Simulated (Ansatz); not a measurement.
# InAs wire along [111], 26 atoms a period, H-terminated: bands by functional

Wanted: the relaxed geometry and the bands of the InAs wire along [111], 26 atoms a period, H-terminated.

Method: DFT PBE, plane waves, PAW; relaxation of a wire's period; PAW set soft_1, in the first sound run; inputs show where later runs differ, in Ansatz 0.2.0.

This is a report of a sequence of runs, with most program output left out.

**1. Set-up**

The cell holds 56 atoms: 13 In, 13 As and 30 H. Cell: a = 18.461 Å, b = 17.521 Å, c = 10.721 Å, α = 90.0°, β = 90.0°, γ = 90.0°. Vacuum lies along a and b. The structure's axis is c.

**2. Relaxation of atoms and period**

Band widths follow the bond lengths, so the wire is relaxed first. The atoms and the third cell vector are free; the box across stays fixed as vacuum. A Fermi-Dirac smearing is set since the result may be a metal. The pressure printed is a third of the stress's trace over the whole box, vacuum included; only the stress along the axis is relaxed.

input.yaml

```yaml
crystal:
  lattice:
    - [18.461, 0.0, 0.0]
    - [0.0, 17.521, 0.0]
    - [0.0, 0.0, 10.7213944989]
  atoms:
    - { symbol: In, position: [0.381445176, 0.28983506, 0.0] }
    - { symbol: In, position: [0.49999214, 0.506180325, 0.0] }
    - { symbol: In, position: [0.618539103, 0.28983506, 0.0] }
    - { symbol: In, position: [0.737086066, 0.506180325, 0.0] }
    - { symbol: As, position: [0.262898213, 0.506180325, 0.25] }
    - { symbol: As, position: [0.381445176, 0.28983506, 0.25] }
    - { symbol: As, position: [0.381445176, 0.722525589, 0.25] }
    - { symbol: As, position: [0.49999214, 0.506180325, 0.25] }
[... 44 atom lines left out ...]
    - { symbol: H, position: [0.815812241, 0.55407143, 0.94465894] }
    - { symbol: In, position: [0.262898213, 0.506180325, 0.0] }
    - { symbol: In, position: [0.381445176, 0.722525589, 0.0] }
    - { symbol: In, position: [0.618539103, 0.722525589, 0.0] }
kpoints:
  mp_grid: { grid: [1, 1, 8] }
scf:
  occupations: { method: fermi_dirac, width: 0.05 }
hamiltonian:
  xc: pbe
  pseudopotentials: { kind: paw, azcp: { folder: soft_1 } }
relax:
  cell: { fix: [a, b, alpha, beta, gamma] }
  max_steps: 45
  f_tol: 0.03
```

Started as:

```console
$ ansatz run input.yaml --threads 4 --pin off --max-ram 16384MiB --backend cpu --events-out ev --progress --plain --runs-dir out
```

Run time: 21 min. Hardware: 4 threads of Arm Neoverse V1, shared host; peak memory 11 GiB; 83 min of CPU time.

Step by step:

```tsv
step	energy less that of the first step (eV)	largest force component (eV/Å)	pressure (GPa)	volume (Å³)
1	0.0000	1.2506	-0.09	3467.89
2	-2.6867	0.4718	0.05	3471.72
3	-3.5556	0.2053	-0.02	3467.73
4	-3.8276	0.1931	-0.06	3460.17
5	-3.9766	0.0854	-0.03	3439.27
6	-3.9940	0.1215	0.00	3446.57
7	-4.0231	0.0212	0.01	3441.32
8*	-4.0203	0.0213	0.01	3441.32
```

Relaxation steps marked * repeat the geometry before them on a plane-wave basis chosen anew for their cell, so energy and pressure can jump there.

The run keeps the 2 symmetry operations that it works with, so distortions that break them were not tested.

```tsv
cell as run	before	after	change
c (Å)	10.721	10.639	-0.8 %
```

The atoms that moved most (Å, along periodic axes as changes of fractional coordinates times the final cell, across vacuum about the mean position):

```tsv
atom	dx	dy	dz	length
H53	0.001	0.716	0.285	0.770
H42	-0.001	0.716	0.285	0.770
H45	-0.619	-0.358	0.284	0.769
H51	0.619	-0.358	0.284	0.769
H46	0.615	-0.359	0.285	0.767
H49	-0.615	-0.359	0.285	0.767
H52	0.483	0.290	-0.152	0.584
H43	-0.483	0.290	-0.152	0.584
```

Numbers from this step:

* cell length along the wire: 10.64 Å

The cell's length comes to 10.639 Å with spin left out.

**3. The wire at its relaxed period**

This step: DFT PBE, plane waves, PAW; bands of a perfect wire; PAW set soft_1 (Ansatz 0.2.0).

At the relaxed period the bands are computed along the axis; those that cross an energy going forward count the channels that a perfect wire would open there.

input.yaml

```yaml
crystal:
  lattice:
    - [18.461, 0.0, 0.0]
    - [0.0, 17.521, 0.0]
    - [0.0, 0.0, 10.6392478621]
  atoms:
    - { symbol: In, position: [0.385042976, 0.267229561, 0.977986848] }
    - { symbol: In, position: [0.5, 0.506186715, 0.98817798] }
    - { symbol: In, position: [0.614957024, 0.267229561, 0.977986848] }
    - { symbol: In, position: [0.753924483, 0.520832486, 0.977985129] }
    - { symbol: As, position: [0.267703995, 0.499993339, 0.236058741] }
    - { symbol: As, position: [0.378668012, 0.297377054, 0.236063017] }
    - { symbol: As, position: [0.388948491, 0.721313811, 0.236073251] }
    - { symbol: As, position: [0.5, 0.506240895, 0.245245285] }
[... 44 atom lines left out ...]
    - { symbol: H, position: [0.815887718, 0.594909079, 0.971438833] }
    - { symbol: In, position: [0.246075517, 0.520832486, 0.977985129] }
    - { symbol: In, position: [0.361080726, 0.730608076, 0.977952294] }
    - { symbol: In, position: [0.638919274, 0.730608076, 0.977952294] }
kpoints:
  mp_grid: { grid: [1, 1, 8] }
  band_path: { path: ["Γ", Z], npoints: 90 }
scf:
  occupations: { method: fermi_dirac, width: 0.05 }
hamiltonian:
  xc: pbe
  pseudopotentials: { kind: paw, azcp: { folder: soft_1 } }
output:
  dos: { e_range: [-5, 4] }
  write_potential: true
  write_density: true
  volumetric_format: npy
```

It took 60 min on 4 threads; peak memory 12 GiB; 4 h of CPU time.

Numbers from this step:

```
band gap : 2.114 eV
```

The electronic bands at the labelled points (eV, zero at the Fermi level; v1 is the highest filled band, c1 the lowest empty one):

```tsv
point	v4	v3	v2	v1	c1	c2	c3	c4
Γ	-1.38	-1.38	-1.36	-1.05	1.06	1.45	1.84	1.84
halfway	-1.38	-1.38	-1.35	-1.29	1.20	1.51	1.60	1.60
Z	-1.49	-1.38	-1.38	-1.33	1.37	1.43	1.43	1.57
```

The gap is 2.11 eV, with spin left out.

The path shows a direct gap of 2.11 eV (valence top at Γ, conduction bottom at Γ).

**4. Another level of theory, cutoff 500 eV, k-mesh 1×1×6**

This step: DFT r2SCAN, plane waves, PAW; bands of a perfect wire at the PBE geometry; PAW set soft_1 (Ansatz 0.2.0).

The atoms stay at the PBE geometry and the functional changes. r2SCAN also reads the kinetic-energy density; it often gives larger moments and wider gaps than PBE, at a higher cost. Against the first PBE run of this kind, the cutoff is 500 eV against 420 and the mesh along the wire has 6 points against 8.

Edit input.yaml of step 3 so:

```diff
@@ -63,3 +63,3 @@
 kpoints:
-  mp_grid: { grid: [1, 1, 8] }
+  mp_grid: { grid: [1, 1, 6] }
   band_path: { path: ["Γ", Z], npoints: 90 }
@@ -68,8 +68,3 @@
 hamiltonian:
-  xc: pbe
+  xc: r2scan
   pseudopotentials: { kind: paw, azcp: { folder: soft_1 } }
-output:
-  dos: { e_range: [-5, 4] }
-  write_potential: true
-  write_density: true
-  volumetric_format: npy
```

The job ended after 1.5 h (4 threads; peak memory 12 GiB; 5.9 h of CPU time).

This step gave:

```
band gap : 2.497 eV
```

Electronic bands along the path, in eV, zero at the Fermi level; v1 is the highest filled band, c1 the lowest empty one:

```tsv
point	v4	v3	v2	v1	c1	c2	c3	c4
Γ	-1.58	-1.58	-1.56	-1.24	1.25	1.63	2.00	2.00
halfway	-1.57	-1.57	-1.55	-1.48	1.39	1.69	1.77	1.77
Z	-1.70	-1.58	-1.58	-1.54	1.55	1.59	1.60	1.75
```

The gap is 2.50 eV, against 2.11 eV under PBE at the relaxed period.

**5. What came out**

* cell length, PBE: 10.64 Å
* gap, PBE: 2.11 eV
* gap, r2SCAN: 2.50 eV

**Reading.** Under PBE the cell's length is 10.64 Å, and a gap of 2.11 eV makes it a semiconductor. At the relaxed period the wire is gapped under every functional, from 2.11 eV (PBE) to 2.50 eV (r2SCAN). Weak screening in one dimension makes quasiparticle gaps larger than the semilocal gaps, as a rule. Plain hydrogen on a compound's surface is a simple closure: it may leave surface states, and facets that end in unlike atoms put a field across the wire, both of which shrink the gap.

[Logs are printed without paths, hosts, clocks, repeated set-up lines and the standing remarks that a program may print on its own settings, such as how far it seeks lower states.]

[Hosts, paths, dates, database ids (printed as entryN), source tags and the programs' standing remarks are cut or masked in the printed files.]
